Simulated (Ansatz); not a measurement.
## CO on Mo(110): change of the work function

Wanted: Δφ(θ) for CO/Mo(110), starting from the longbridge site.

Method: plane-wave DFT, RPBE, Ansatz PAW, in Ansatz 0.2.0.

Most raw output is cut from this account.

## (1) Set-up

The cell holds 4 atoms: 4 Mo. Cell: a = 2.728 Å, b = 2.728 Å, c = 24.682 Å, α = 90.0°, β = 90.0°, γ = 70.5°. Vacuum lies along c.

## (2) The clean slab

The bare slab comes first, as the zero from which every change is counted. The two lowest layers are held at bulk places and the upper ones relax. The dipole correction removes the false field that a one-sided slab makes across the periodic vacuum, so each face gets a flat vacuum level of its own.

input.yaml

```yaml
crystal:
  lattice:
    - [2.2273863607, -1.575, 0.0]
    - [2.2273863607, 1.575, 0.0]
    - [0.0, 0.0, 24.6821590822]
  atoms:
    - { symbol: Mo, position: [0.0, 0.0, 0.3646358477] }
    - { symbol: Mo, position: [0.5, 0.5, 0.4548786159] }
    - { symbol: Mo, position: [0.0, 0.0, 0.5451213841] }
    - { symbol: Mo, position: [0.5, 0.5, 0.6353641523] }
kpoints:
  mp_grid: { grid: [12, 12, 1] }
hamiltonian:
  xc: rpbe
scf:
  occupations: { method: fermi_dirac, width: 0.1 }
  convergence: { dr2_threshold: 1.0e-08 }
efield:
  axis: 3
  dipole_correction: true
  ramp_position: 0.97
  ramp_width: 0.06
relax:
  f_tol: 0.02
  max_steps: 60
  constraints: [{ sites: [0, 1] }]
output:
  write_potential: true
  write_density: true
  volumetric_format: npy
```

Run with:

```
ansatz run input.yaml --threads 4 --pin off --max-ram 6144MiB --backend cpu --events-out ev --progress --plain --runs-dir out
```

Elapsed: 14 s, on 4 threads of Intel Xeon 6975P-C (Granite Rapids), shared host; peak memory 0.65 GiB.

Relaxation path:

| step | energy less that of the first step (eV) | largest force component (eV/Å) |
| --- | --- | --- |
| 1 | 0.0000 | 0.6162 |
| 2 | 0.0048 | 0.7025 |
| 3 | -0.0158 | 0.1065 |
| 4 | -0.0166 | 0.0016 |

Relaxation step 2 was tried and not accepted.

Forces are held to the 4 operations that the run works with; a distortion that breaks them can't arise in this run.

The atoms that moved most (Å):

| atom | dx | dy | dz | length |
| --- | --- | --- | --- | --- |
| Mo3 | 0.000 | 0.000 | 0.042 | 0.042 |
| Mo4 | 0.000 | 0.000 | -0.019 | 0.019 |

Numbers from this step:

| Item | Value |
| --- | --- |
| energy at zero smearing | -19849.7907 eV |
| work function, upper face | 4.461 eV |
| work function, lower face | 4.537 eV |
| dipole along the normal | 0.002967 e·Å |
| step between the vacuum levels | -0.07653 eV |

Running mean over 2.227 Å of the planar mean; the ramp of the sawtooth is left out. Table of electron's electrostatic potential energy less the Fermi level by z:

z (Å), electron's electrostatic potential energy less the Fermi level (eV) and a bar from the least value:
```
      3.5        4.5 ##############################
      4.0        4.5 ##############################
      4.5        4.5 ##############################
      5.0        4.5 ##############################
      5.5        4.5 ##############################
      6.0        4.4 ##############################
      6.5        4.1 #############################
      7.0        3.1 ############################
      7.5       -0.3 ######################
      8.0       -6.1 ############
      8.5      -10.9 ####
      9.0      -12.5 ##
      9.5      -12.7 #
     10.0      -12.8 #
     10.5      -12.9 #
     11.0      -12.9 #
     11.5      -12.9 #
     12.0      -12.6 ##
     12.5      -12.5 ##
     13.0      -12.8 #
     13.5      -13.0 #
     14.0      -13.3 
     14.5      -13.5 
     15.0      -13.3 
     15.5      -12.8 #
     16.0      -11.8 ###
     16.5       -8.0 #########
     17.0       -2.0 ###################
     17.5        2.3 ##########################
     18.0        3.8 #############################
     18.5        4.3 ##############################
     19.0        4.4 ##############################
     19.5        4.4 ##############################
     20.0        4.5 ##############################
     20.5        4.5 ##############################
     21.0        4.5 ##############################
     21.5        4.5 ##############################
```

The relaxation took 4 steps and lowered the energy by 0.017 eV; the largest force on the free atoms ends at 0.0016 eV/Å.

The work function of the upper face is 4.46 eV.

## (3) Adsorbate added, k-mesh 6×6×1, coverage 0.25 ML

System of this step: CO/Mo(110). The cell holds 18 atoms: 16 Mo, 1 C and 1 O. Cell: a = 5.456 Å, b = 5.456 Å, c = 27.499 Å, α = 90.0°, β = 90.0°, γ = 70.5°. Vacuum lies along c.

The clean slab as it ended is repeated in the plane and the adsorbate is set on one face; the cell's size fixes the coverage, and the k-mesh shrinks with it to keep the sampling density about even. Adsorbate and upper layers relax, since the dipole depends on the height.

input.yaml

```yaml
crystal:
  lattice:
    - [4.4547727214, -3.15, 0.0]
    - [4.4547727214, 3.15, 0.0]
    - [0.0, 0.0, 27.4993094706]
  atoms:
    - { symbol: Mo, position: [0.0, 0.0, 0.3272809453] }
    - { symbol: Mo, position: [0.25, 0.25, 0.4082788469] }
    - { symbol: Mo, position: [0.0, 0.0, 0.4908120047] }
    - { symbol: Mo, position: [0.25, 0.25, 0.5695848639] }
    - { symbol: Mo, position: [0.0, 0.5, 0.3272809453] }
    - { symbol: Mo, position: [0.25, 0.75, 0.4082788469] }
    - { symbol: Mo, position: [0.0, 0.5, 0.4908120047] }
    - { symbol: Mo, position: [0.25, 0.75, 0.5695848639] }
    - { symbol: Mo, position: [0.5, 0.0, 0.3272809453] }
    - { symbol: Mo, position: [0.75, 0.25, 0.4082788469] }
    - { symbol: Mo, position: [0.5, 0.0, 0.4908120047] }
    - { symbol: Mo, position: [0.75, 0.25, 0.5695848639] }
    - { symbol: Mo, position: [0.5, 0.5, 0.3272809453] }
    - { symbol: Mo, position: [0.75, 0.75, 0.4082788469] }
    - { symbol: Mo, position: [0.5, 0.5, 0.4908120047] }
    - { symbol: Mo, position: [0.75, 0.75, 0.5695848639] }
    - { symbol: C, position: [0.0, 0.0, 0.6305361772] }
    - { symbol: O, position: [0.0, 0.0, 0.6727190547] }
kpoints:
  mp_grid: { grid: [6, 6, 1] }
hamiltonian:
  xc: rpbe
scf:
  occupations: { method: fermi_dirac, width: 0.1 }
  convergence: { dr2_threshold: 1.0e-08 }
efield:
  axis: 3
  dipole_correction: true
  ramp_position: 0.97
  ramp_width: 0.06
relax:
  f_tol: 0.02
  max_steps: 60
  constraints: [{ sites: [0, 1, 4, 5, 8, 9, 12, 13] }]
output:
  bader: true
  dos: { projected: true, e_range: [-8, 4] }
  write_potential: true
  write_density: true
  volumetric_format: npy
  elf: true
```

It took 2.4 min on 4 threads; peak memory 3.1 GiB.

This run has no spin polarisation, although Mo can carry a moment.

Relaxation path:

| step | energy less that of the first step (eV) | largest force component (eV/Å) |
| --- | --- | --- |
| 1 | 0.0000 | 3.4884 |
| 2 | -0.0932 | 1.9562 |
| 3 | -0.1726 | 0.3969 |
| 4 | -0.1750 | 0.0425 |
| 5 | -0.1751 | 0.0082 |

Forces are held to the 4 operations that the run works with; a distortion that breaks them can't arise in this run.

The atoms that moved most (Å):

| atom | dx | dy | dz | length |
| --- | --- | --- | --- | --- |
| C17 | 0.000 | 0.000 | -0.172 | 0.172 |
| O18 | 0.000 | 0.000 | -0.125 | 0.125 |
| Mo4 | -0.033 | 0.000 | 0.052 | 0.062 |
| Mo16 | 0.033 | 0.000 | 0.052 | 0.062 |
| Mo12 | 0.000 | 0.039 | 0.009 | 0.040 |
| Mo8 | 0.000 | -0.039 | 0.009 | 0.040 |
| Mo15 | 0.000 | 0.000 | -0.033 | 0.033 |
| Mo11 | 0.000 | 0.000 | 0.016 | 0.016 |

Final coordinates:

```xyz
18
Lattice="4.4548 -3.1500 0.0000 4.4548 3.1500 0.0000 0.0000 0.0000 27.4993" Properties=species:S:1:pos:R:3
Mo    0.0000    0.0000    9.0000
Mo    2.2274    0.0000   11.2274
Mo    0.0000    0.0000   13.4866
Mo    2.1939    0.0000   15.7155
Mo    2.2274    1.5750    9.0000
Mo    4.4548    1.5750   11.2274
Mo    2.2274    1.5750   13.5134
Mo    4.4548    1.5361   15.6718
Mo    2.2274   -1.5750    9.0000
Mo    4.4548   -1.5750   11.2274
Mo    2.2274   -1.5750   13.5134
Mo    4.4548   -1.5361   15.6718
Mo    4.4548    0.0000    9.0000
Mo    6.6822    0.0000   11.2274
Mo    4.4548    0.0000   13.4638
Mo    6.7156    0.0000   15.7155
C     0.0000    0.0000   17.1674
O     0.0000    0.0000   18.3746
```

This step gave:

| Property | Result |
| --- | --- |
| energy at zero smearing | -80220.5612 eV |
| work function, upper face | 5.682 eV |
| work function, lower face | 4.507 eV |
| dipole along the normal | -0.1822 e·Å |
| step between the vacuum levels | 1.175 eV |

Running mean over 2.227 Å of the planar mean; the ramp of the sawtooth is left out. Electron's electrostatic potential energy less the Fermi level against z:

z (Å), electron's electrostatic potential energy less the Fermi level (eV) and a bar from the least value:
```
      3.5        4.5 ############################
      4.0        4.5 ############################
      4.5        4.5 ############################
      5.0        4.5 ############################
      5.5        4.5 ############################
      6.0        4.4 ############################
      6.5        4.0 ###########################
      7.0        3.0 ##########################
      7.5       -0.3 #####################
      8.0       -6.1 ###########
      8.5      -10.9 ####
      9.0      -12.5 #
      9.5      -12.7 #
     10.0      -12.8 #
     10.5      -12.8 
     11.0      -12.9 
     11.5      -12.8 
     12.0      -12.6 #
     12.5      -12.5 #
     13.0      -12.7 #
     13.5      -12.9 
     14.0      -13.1 
     14.5      -13.1 
     15.0      -13.0 
     15.5      -12.8 
     16.0      -12.5 #
     16.5       -9.5 ######
     17.0       -3.9 ###############
     17.5        0.3 #####################
     18.0        2.1 ########################
     18.5        3.5 ###########################
     19.0        4.3 ############################
     19.5        5.0 #############################
     20.0        5.6 ##############################
     20.5        5.7 ##############################
     21.0        5.7 ##############################
     21.5        5.7 ##############################
     22.0        5.7 ##############################
     22.5        5.7 ##############################
     23.0        5.7 ##############################
     23.5        5.7 ##############################
     24.0        5.7 ##############################
```

The density of states has structure finer than the step of the table below, so its rows give means over 0.25 eV, whole bins alone (the curve runs from -8 to 1.47 eV). Peaks (eV: height): -3.670: 29.0, -3.160: 31.2, -2.890: 27.2, -2.710: 41.5, -1.710: 27.4, -1.590: 30.7, 1.050: 28.2.

The density of states by energy, zero at the Fermi level; means over each step:

| energy (eV) | density of states (states/eV a cell) |
| --- | --- |
| -7.00 | 0 |
| -6.75 | 0.682 |
| -6.50 | 3.19 |
| -6.25 | 5.27 |
| -6.00 | 14.0 |
| -5.75 | 2.40 |
| -5.50 | 1.45 |
| -5.25 | 2.65 |
| -5.00 | 4.71 |
| -4.75 | 14.4 |
| -4.50 | 16.5 |
| -4.25 | 16.8 |
| -4.00 | 17.8 |
| -3.75 | 26.0 |
| -3.50 | 20.6 |
| -3.25 | 19.6 |
| -3.00 | 22.0 |
| -2.75 | 26.8 |
| -2.50 | 19.5 |
| -2.25 | 22.6 |
| -2.00 | 19.7 |
| -1.75 | 23.2 |
| -1.50 | 22.7 |
| -1.25 | 19.5 |
| -1.00 | 15.6 |
| -0.75 | 11.7 |
| -0.50 | 14.9 |
| -0.25 | 14.2 |
| 0.00 | 13.3 |
| 0.25 | 17.9 |
| 0.50 | 19.2 |
| 0.75 | 21.0 |
| 1.00 | 24.8 |
| 1.25 | 23.8 |

Projected DOS per atom over height of the atomic layer and energy from the Fermi level. Layers: Mo4 Mo4 Mo4 Mo4 C O from below.

Values in states/eV, 22 rows by 6 columns, each cell a mean:
```
1.4 1.5 1.5 1.4 0.2 0.2
1.4 1.3 1.4 1.3 0.2 0.2
1.4 0.9 0.9 1.1 0.2 0.3
1.1 0.6 0.6 1.0 0.3 0.5
1.3 0.5 0.5 1.0 0.2 0.5
1.1 0.5 0.5 1.2 0.1 0.3
1.7 0.8 0.8 1.5 0.1 0.3
1.6 1.2 1.3 1.5 0.1 0.3
1.4 1.2 1.2 1.4 0.1 0.2
1.5 1.4 1.4 1.3 0.0 0.2
1.0 1.7 1.7 1.1 0.1 0.1
1.2 1.2 1.3 1.2 0.1 0.2
1.2 1.4 1.4 1.1 0.0 0.2
0.6 1.5 1.5 0.6 0.0 0.1
0.4 1.2 1.2 0.3 0.0 0.1
0.1 0.3 0.3 0.1 0.0 0.0
0.0 0.1 0.1 0.0 0.4 0.5
0.0 0.1 0.1 0.3 3.5 4.4
0.0 0.1 0.1 0.2 0.7 2.1
0.0 0.0 0.0 0.0 0.0 0.0
0.0 0.0 0.0 0.0 0.0 0.0
0.0 0.0 0.0 0.0 0.0 0.0
```
Columns: height of the atomic layer (Å) from 9 to 18.4 (not evenly spaced); rows upwards: energy from the Fermi level (eV) from -7.96 to 1.45.

Valence density in the ca plane at fractional y = 0.000, with atoms of Mo and C and O within 0.2 Å of it. It is the smooth field of the valence electrons, not physical close to the nuclei.

Ten even steps from '0' (0.0 e/Å³) to '9' (6.7 e/Å³), each cell a mean:
```
59951000000037972000001222477200000000000000
24420000000013431000000111121000000000000000
01100000000000100000000000000000000000000000
00000000000000000000000000000000000000000000
01100000000000100000000000000000000000000000
24420000000013531000000000000000000000000000
59951000000037972000000000000000000000000000
69961000000038983000000000000000000000000000
37731000000025751000000000000000000000000000
12210000000001210000000000000000000000000000
00000000000000000000000000000000000000000000
00000000000000000000000000000000000000000000
12210000000002210000000000010000000000000000
37731000000026751000000112244100000000000000
69961000000048983000001223599300000000000000
```
Columns run along c (16.0 Å, from fractional 0.31 to 0.89 of the cell), rows up along a (5.5 Å). Atoms in or near the plane, at fractional coordinates: Mo at (0.33, 0.00), Mo at (0.49, 0.00), Mo at (0.33, 0.50), Mo at (0.49, 0.50), C at (0.62, 0.00), O at (0.67, 0.00).

Electrostatic potential energy in the ca plane at fractional y = 0.000, with atoms of Mo and C and O within 0.2 Å of it. With pseudopotentials it is smooth inside the atoms' cores, unlike the true potential.

Ten even steps from '0' (-54 eV) to '9' (9 eV), each cell a mean:
```
58999997300037899883013125999999999999999999
78988898631268988887668679999999999999999999
89988899876789988889899999999999999999999999
99988899988889988889999999999999999999999999
89988899876788988899999999999999999999999999
78988898631258988899999999999999999999999999
58999998400027899999999999999999999999999999
48999997300027899999999999999999999999999999
68998998510047898999999999999999999999999999
89988898754578988899999999999999999999999999
99988899887889988899999999999999999999999999
99988899887889988889999999999999999999999999
89988898754578988888788889999999999999999999
68998998410048998885236347999999999999999999
48999997300027899872002015999999999999999999
```
Columns run along c (16.0 Å, from fractional 0.36 to 0.94 of the cell; values clipped at the 3rd and 97th percentile), rows up along a (5.5 Å). Atoms in or near the plane, at fractional coordinates: Mo at (0.49, 0.00), Mo at (0.49, 0.50), C at (0.62, 0.00), O at (0.67, 0.00).

ELF in the ca plane at fractional y = 0.000, with atoms of Mo and C and O within 0.2 Å of it. It is the smooth field of the valence electrons, not physical close to the nuclei.

Ten even steps from '0' (0.00) to '9' (0.87), each cell a mean:
```
87774343344267685243238836868984100000000000
57752443344236763343237976789963000000000000
34323443334423432443335664357642000000000000
43334433334543334543334431113320000000000000
34323443334423432443334420000000000000000000
57752443334236863343334431000000000000000000
87774343344267686244344431000000000000000000
85574354444377476344444432000000000000000000
78863443344257874243334431000000000000000000
35532443334324642343334421000000000000000000
33334433334433333443334421001110000000000000
33334433334433333443334542235531000000000000
46532443334325642343236875578852000000000000
78863443344258874243238866889974100000000000
85574354444377476243248715847984100000000000
```
Columns run along c (16.0 Å, from fractional 0.31 to 0.89 of the cell), rows up along a (5.5 Å). Atoms in or near the plane, at fractional coordinates: Mo at (0.33, 0.00), Mo at (0.49, 0.00), Mo at (0.33, 0.50), Mo at (0.49, 0.50), C at (0.62, 0.00), O at (0.67, 0.00).

The relaxation took 5 steps and lowered the energy by 0.18 eV; the largest force on the free atoms ends at 0.0082 eV/Å.

By hand: a sheet of dipoles makes a step −p/(ε₀A) in the electron's potential. With e/ε₀ = 180.95 V·Å, p = -0.1822 e·Å and A = 28.07 Å², that is −180.95 × (-0.1822) / 28.07 = +1.175 eV, and the two vacuum levels of the run differ by +1.175 eV.

The covered face has 5.68 eV, +1.22 eV against the clean one; the bare back face has moved by -0.03 eV, a measure of how thin the slab is.

## (4) Adsorbate added, k-mesh 6×6×1, coverage 0.5 ML

System of this step: CO/Mo(110). The cell holds 20 atoms: 16 Mo, 2 C and 2 O. Its edges and angles: a = 5.456 Å, b = 5.456 Å, c = 27.499 Å, α = 90.0°, β = 90.0°, γ = 70.5°. Vacuum lies along c.

Another coverage, to see how the dipoles act on each other as their distance changes.

Edit input.yaml of step 3 so:

```diff
@@ -23,3 +23,5 @@
     - { symbol: C, position: [0.0, 0.0, 0.6305361772] }
+    - { symbol: C, position: [0.5, 0.5, 0.6305361772] }
     - { symbol: O, position: [0.0, 0.0, 0.6727190547] }
+    - { symbol: O, position: [0.5, 0.5, 0.6727190547] }
 kpoints:
@@ -46,2 +48 @@
   volumetric_format: npy
-  elf: true
```

The job ended after 2.5 min (4 threads; peak memory 3.2 GiB).

Step by step:

| step | energy less that of the first step (eV) | largest force component (eV/Å) |
| --- | --- | --- |
| 1 | 0.0000 | 2.8352 |
| 2 | -0.1026 | 1.3701 |
| 3 | -0.2174 | 0.1343 |
| 4 | -0.2206 | 0.0201 |
| 5 | -0.2207 | 0.0034 |

The run keeps the 8 symmetry operations that it works with, so distortions that break them were not tested.

The atoms that moved most (Å):

| atom | dx | dy | dz | length |
| --- | --- | --- | --- | --- |
| Mo4 | 0.000 | 0.000 | 0.086 | 0.086 |
| Mo16 | 0.000 | 0.000 | 0.086 | 0.086 |
| C18 | 0.000 | 0.000 | -0.081 | 0.081 |
| C17 | 0.000 | 0.000 | -0.081 | 0.081 |
| O20 | 0.000 | 0.000 | -0.048 | 0.048 |
| O19 | 0.000 | 0.000 | -0.048 | 0.048 |
| Mo15 | 0.000 | 0.000 | -0.033 | 0.033 |
| Mo3 | 0.000 | 0.000 | -0.033 | 0.033 |

Final coordinates:

```
Mo C O
1.0
     4.45477   -3.15000    0.00000
     4.45477    3.15000    0.00000
     0.00000    0.00000   27.49931
Mo C O
16 2 2
Cartesian
  0.0000 0.0000 9.0000
  2.2274 0.0000 11.2274
  0.0000 0.0000 13.4639
  2.2274 0.0000 15.7488
  2.2274 1.5750 9.0000
  4.4548 1.5750 11.2274
  2.2274 1.5750 13.5201
  4.4548 1.5750 15.6907
  2.2274 -1.5750 9.0000
  4.4548 -1.5750 11.2274
  2.2274 -1.5750 13.5201
  4.4548 -1.5750 15.6907
  4.4548 0.0000 9.0000
  6.6822 0.0000 11.2274
  4.4548 0.0000 13.4639
  6.6822 0.0000 15.7488
  0.0000 0.0000 17.2584
  4.4548 0.0000 17.2584
  0.0000 0.0000 18.4518
  4.4548 0.0000 18.4518
```

Numbers from this step:

- energy at zero smearing: -81041.8012 eV
- work function, upper face: 6.323 eV
- work function, lower face: 4.469 eV
- dipole along the normal: -0.2875 e·Å
- step between the vacuum levels: 1.854 eV

The density of states has structure finer than the step of the table below, so its rows give means over 0.25 eV, whole bins alone (the curve runs from -8 to 1.74 eV). Peaks (eV: height): -6.110: 43.1, -3.640: 31.6, -2.830: 38.5, -2.740: 35.3, -2.680: 39.9, -2.560: 32.3, 1.710: 31.5.

Density of states against energy, zero at the Fermi level; means over each step:

| energy (eV) | density of states (states/eV a cell) |
| --- | --- |
| -7.00 | 0 |
| -6.75 | 1.79 |
| -6.50 | 8.90 |
| -6.25 | 9.17 |
| -6.00 | 18.0 |
| -5.75 | 8.75 |
| -5.50 | 3.44 |
| -5.25 | 5.70 |
| -5.00 | 4.15 |
| -4.75 | 13.2 |
| -4.50 | 16.0 |
| -4.25 | 17.8 |
| -4.00 | 16.9 |
| -3.75 | 24.3 |
| -3.50 | 20.2 |
| -3.25 | 18.0 |
| -3.00 | 23.7 |
| -2.75 | 29.6 |
| -2.50 | 19.4 |
| -2.25 | 21.9 |
| -2.00 | 21.7 |
| -1.75 | 25.0 |
| -1.50 | 22.0 |
| -1.25 | 19.5 |
| -1.00 | 15.1 |
| -0.75 | 12.8 |
| -0.50 | 15.5 |
| -0.25 | 15.2 |
| 0.00 | 13.5 |
| 0.25 | 18.0 |
| 0.50 | 19.3 |
| 0.75 | 20.0 |
| 1.00 | 23.7 |
| 1.25 | 23.0 |
| 1.50 | 24.5 |

Projected DOS per atom over height of the atomic layer and energy from the Fermi level. Layers: Mo4 Mo4 Mo4 Mo4 C2 O2 from below.

Ten even steps from '_' (0.00 states/eV) to '@' (3.18 states/eV), each cell a mean:
```
++++====____
========____
==------____
==::::::__..
--....--__..
--....::__..
==....--____
++----==____
==--====____
==----==____
==++++==____
--====--____
======--____
::====..____
..====______
__________..
________::--
______..**@@
________--**
____________
____________
____________
```
Columns: height of the atomic layer (Å) from 9 to 18.5 (not evenly spaced); rows upwards: energy from the Fermi level (eV) from -7.96 to 1.75.

The relaxation took 5 steps and lowered the energy by 0.22 eV; the largest force on the free atoms ends at 0.0034 eV/Å.

The covered face has 6.32 eV, +1.86 eV against the clean one; the bare back face has moved by -0.07 eV, a measure of how thin the slab is.

(Part 1 of 2 ends here.)

[Logs are printed without paths, hosts, clocks, repeated set-up lines and the standing remarks that a program may print on its own settings, such as how far it seeks lower states.]

[Hosts, paths, dates, database ids (printed as entryN), source tags and the programs' standing remarks are cut or masked in the printed files.]

[Maps of the electrostatic potential energy from Ansatz leave out the sawtooth potential of an applied field or a dipole correction, so their vacuum need not be flat; planar profiles and work functions include it.]

[The density of states shown here was stored with 400 of the rows of the run's finer table, so its peaks can read low, often by over a quarter, or be missed, and its means over a window can be off by a tenth or more.]
